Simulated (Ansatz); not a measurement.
# Where Ga_i (4-fold void) puts its levels in the gap of GaN (F-43m), part 2 of 2

Aim: at which Fermi levels does Ga_i (4-fold void) in GaN (F-43m) change its charge? The model is a cell of 54 host atoms with 1 Ga put in.

Ansatz; place-levels on r2SCAN runs: charge-transition levels and formation energies with image-charge correction and potential alignment at the atomic sites; PAW set soft_1.

So far. Step 3 (place-levels, r2SCAN): Under r2SCAN the gap is 2.17 eV, (+3/+2) 2.22 (outside the gap) (with band filling), (+2/+1) 2.22 (outside the gap) (with band filling), (+1/0) 2.36 (outside the gap) (with band filling) eV.

**3. place-levels, r2SCAN (continued)**

Levels between the charges placed, in eV above the valence top:

```csv
,gap (eV),(+3/+2),(+2/+1),(+1/0)
r2SCAN,2.17,2.22,2.22,2.36
```

Corrections by state:

```csv
charge,moment (μB),image terms and alignment (eV),band filling (eV),ε used,"over the lowest of its charge, as the program ranks them, band filling apart (eV)"
+3,0.0,3.080,-,10.56,0.000
+2,1.0,1.706,-0.006,10.56,0.000
+1,0.0,0.675,-0.405,10.56,0.000
0,1.0,0.000,-0.833,-,0.000
+1,2.0,0.654,-,10.56,0.449
```

The charged structures listed were also run neutral, and place-levels reads from each pair, by the potential or the spins, how wide the charge is by which they differ; that can be the carrier of either run.

```csv
charge,rms radius (Å),spread where it is widest against the cell (Å),wide from (Å),reading
+3,3.9,2.25,1.35,wide
+2,4.0,2.32,1.35,wide
+1,4.2,2.43,1.35,wide
```

The neutral runs of these pairs need not share the spin of the lowest neutral state, and very wide values only mean spread over the cell.

From the program's caveats on the states, each cut to its opening words:

- charge +3, +1 (2 μB): it parts from the run at its places by a charge that spreads by about 2.2 Å along one vector (1.3 Å or more is wide), by its potential at epsilon 6, taken for [...]
- charge +3: its alignment with the host at atomic sites is doubtful: the mean over the far sites moves by -0.1288 eV from their farther parts to their nearer, more than [...]
- charge +2 (1 μB): it parts from the run at its places by a charge that spreads by about 2.3 Å along one vector (1.3 Å or more is wide), by its potential at epsilon 6, taken for [...]
- charge +2 (1 μB): a band-filling correction moves a carrier to the host's band edge, which changes its energy by -0.006 eV
- charge +2 (1 μB): its alignment with the host at atomic sites is doubtful: the mean over the far sites moves by -0.0722 eV from their farther parts to their nearer, more than [...]
- charge +2 (1 μB), 0 (1 μB), +1 (2 μB): flagged: stability check not made
- charge +1: it parts from the run at its places by a charge that spreads by about 2.4 Å along one vector (1.3 Å or more is wide), by its potential at epsilon 6, taken for [...]
- charge +1: a band-filling correction moves a carrier to the host's band edge, which changes its energy by -0.405 eV
- charge 0 (1 μB): a band-filling correction moves a carrier to the host's band edge, which changes its energy by -0.833 eV
- charge 0 (1 μB): the far atoms show a dipole or second moment of the defect's charge, for which the correction takes or leaves out 0.234 eV: further moments aren't read, and [...]
- charge +1 (2 μB): its alignment with the host at atomic sites is doubtful: the mean over the far sites moves by -0.0569 eV from their farther parts to their nearer, more than [...]
- charge +1 (2 μB): its moments are held at its close (magnetization.spin_locking), by a field of 0.362 eV a Bohr magneton, and its energy and levels are of the state that this [...]

The host's formation energy from the elements is -0.646 eV per atom; it sets how far the chemical potentials can move.

Formation energies (eV), Ga-rich (Δμ(Ga) = 0.00 eV, Δμ(N) = -1.29 eV):

```csv
charge,Fermi level at the valence top,at the conduction bottom
+3,2.42,8.93
+2,4.65,8.98
+1,6.86,9.03
0,9.23,9.23
```

Formation energies (eV), N-rich (Δμ(N) = 0.00 eV, Δμ(Ga) = -1.29 eV):

```csv
charge,Fermi level at the valence top,at the conduction bottom
+3,3.71,10.22
+2,5.94,10.27
+1,8.15,10.32
0,10.52,10.52
```

**4. place-levels, PBEsol**

PBEsol on the same structure is run to see how far the result rests on the functional, though not on the errors that semilocal functionals share.

File qp1.pbesol/input.yaml:

```yaml
crystal:
  checkpoint: "../qp1.relax.run"
  host: checkpoint
total_charge: 1
basis:
  ecutwfc: 420
  xc_grid: 2
hamiltonian:
  xc: pbesol
  pseudopotentials: { kind: paw, azcp: { folder: soft_1 }, xc_functional: pbe }
kpoints:
  mp_grid: { grid: [2, 2, 2], shift: [0.5, 0.5, 0.5] }
scf:
  occupations: { method: fermi_dirac, width: 0.01 }
  max_iter: 80
output:
  forces: true
  eigenvalues: true
  charged_corrections:
    epsilon: 6.0
    static_epsilon: 10.56
    defect_position: [0.166667, 0.833333, 0.833333]
  eigenstates: { localisation: true }
  populations: true
  band_densities: [{ bands: [v1, v1] }, { bands: [c1, c1] }]
  write_density: true
  write_potential: true
  volumetric_format: npy
  elf: true
checkpoint:
  write: "../qp1.pbesol.run"
  compress: false
  write_wavefunctions: false
  write_every: 100000
```

Wall time 64 s (4 threads of Arm Neoverse V2, shared host); peak memory 3.5 GiB.

File levels.pbesol.yaml:

```yaml
host:
  run: host.pbesol.run
  levels_from: { run: edges.pbesol.run }
states: [q0_M1.pbesol.run, qp1.pbesol.run, qp2_M1.pbesol.run, qp3.pbesol.run, qp1_M2.pbesol.run]
geometry_from:
  q0_M1.pbesol.run: q0_M1.relax.run
  qp1.pbesol.run: qp1.relax.run
  qp2_M1.pbesol.run: qp2_M1.relax.run
  qp3.pbesol.run: qp3.relax.run
  qp1_M2.pbesol.run: qp1_M2.relax.run
  host.pbesol.run: host.relax.run
chemical_potentials:
  Ga:
    energy: -3743.205341
    dataset: <sha256 of the dataset>
```

Started as:

```sh
$ ansatz place-levels levels.pbesol.yaml -- --threads 4 --pin off --max-ram 15073MiB
```

Numbers of over 12 decimals in the logs are rounded to 6 here.

Log:

```text
[...]
formation energy of charge +3: +2.594 eV with the Fermi level at the valence edge
formation energy of charge +2: +4.319 eV with the Fermi level at the valence edge
formation energy of charge +1: +6.048 eV with the Fermi level at the valence edge
formation energy of charge 0: +8.321 eV with the Fermi level at the valence edge
  edges by pbesol of host.levels_from (edges.pbesol.run), its mesh sampled to repeats of 34.99 Å (the valence edge +0.076 eV and the conduction edge -0.665 eV from those of the host's own run), gap 1.704 eV; the host is sampled to repeats of 19.08 Å
[... the lines on each state left out ...]
```

Run time: 0.3 s. Hardware: 4 threads.

Under PBEsol the gap is 1.70 eV, (+3/+2) 1.72 (outside the gap) (with band filling), (+2/+1) 1.73 (outside the gap) (with band filling), (+1/0) 2.27 (outside the gap) (with band filling) eV; the stage before (r2SCAN) gave a gap of 2.17 eV and levels within 0.50 eV of these.

**5. Another choice**

In this try the input is made faulty on purpose, to show what that does.

Another version of the file is tried.

levels.try0.yaml is levels.point.yaml with these lines changed:

```diff
-  run: host.point.run
+  run: q0_M1.point.run
```

Started as:

```sh
$ ansatz place-levels levels.try0.yaml -- --threads 4 --pin off --max-ram 15073MiB
```

Log:

```text
Error: geometry_from (host.point.run): no state or end of a change is of that run, nor, for geometry_from, the host
```

The change: a defect cell named as host.

The command refused this file.

**6. Cost and result**

Levels between neighbouring charges, in eV above each run's own valence top:

```csv
,gap (eV),(+3/+2),(+2/+1),(+1/0),CPU time a state at this stage (restarts are quicker than cold starts)
"r2SCAN, 2×2×2 shifted mesh",2.17,2.22,2.22,2.36,4.8 min
"PBEsol on r2SCAN structures, 2×2×2 shifted mesh",1.70,1.72,1.73,2.27,6.7 min
```

**7. Summary of results**

| Item | Value |
| --- | --- |
| gap of the host | 2.17 eV (r2SCAN) |
| level (plus 3/plus 2) | 2.22 eV above the valence top, past the conduction bottom, not a change between lowest states (2.23 eV above the valence top without the band-filling term) |
| level (plus 2/plus 1) | 2.22 eV above the valence top, past the conduction bottom, not a change between lowest states (2.62 eV above the valence top without the band-filling term) |
| level (plus 1/0) | 2.36 eV above the valence top, past the conduction bottom (2.79 eV above the valence top without the band-filling term) |
| lowest of the charges placed, just above the valence top (0.02 eV) | +3 |
| lowest of the charges placed, just below the conduction bottom (0.02 eV) | +3 |
| lowest formation energy at mid-gap of the charges run, Ga-rich | 5.67 eV |
| lowest formation energy at mid-gap of the charges run, N-rich | 6.97 eV |

Of the charges placed (0, +1, +2 and +3), +3 is the lowest from 0.02 eV above the valence top to 0.02 eV below the conduction bottom, a gap of 2.17 eV. Charges above +3 and below 0 were not placed, so these runs say nothing of levels that involve them. States placed: +3 at 0 μB; +2 at 1 μB; +1 at 0 μB and 2 μB; 0 at 1 μB. Other spin states or structures, where not listed, weren't placed. The program finds carriers beyond a band edge of the host and adds a band-filling term at charge 0 (-0.83 eV) and +1 (-0.40 eV); steps to such a charge show no bound level, and a defect level inside a band would be read the same way. Corrections reach 3.1 eV, so the cell is small for these charges and their levels are rough. The program doubts the alignment of potentials for at least one state, a sign that the cell is small. What this leaves open: r2SCAN makes the gap too small and tends to spread out bound carriers; where a gas molecule sets a chemical potential or the host's formation energy, its binding is uncorrected.

[Logs are printed without paths, hosts, clocks, repeated set-up lines and the standing remarks that a program may print on its own settings, such as how far it seeks lower states.]

[Hosts, paths, dates, database ids (printed as entryN), source tags and the programs' standing remarks are cut or masked in the printed files.]

[Where a table of states has a column of steps, it counts the stored structures, which are thinned; the runs took as many ionic steps or more.]

[A defect's name tells the site on which it was built; relaxed atoms can leave that site.]

[For some hosts the program warned that the k-mesh of the response run may be too coarse for force constants and the static dielectric constant; such warnings are not shown here.]
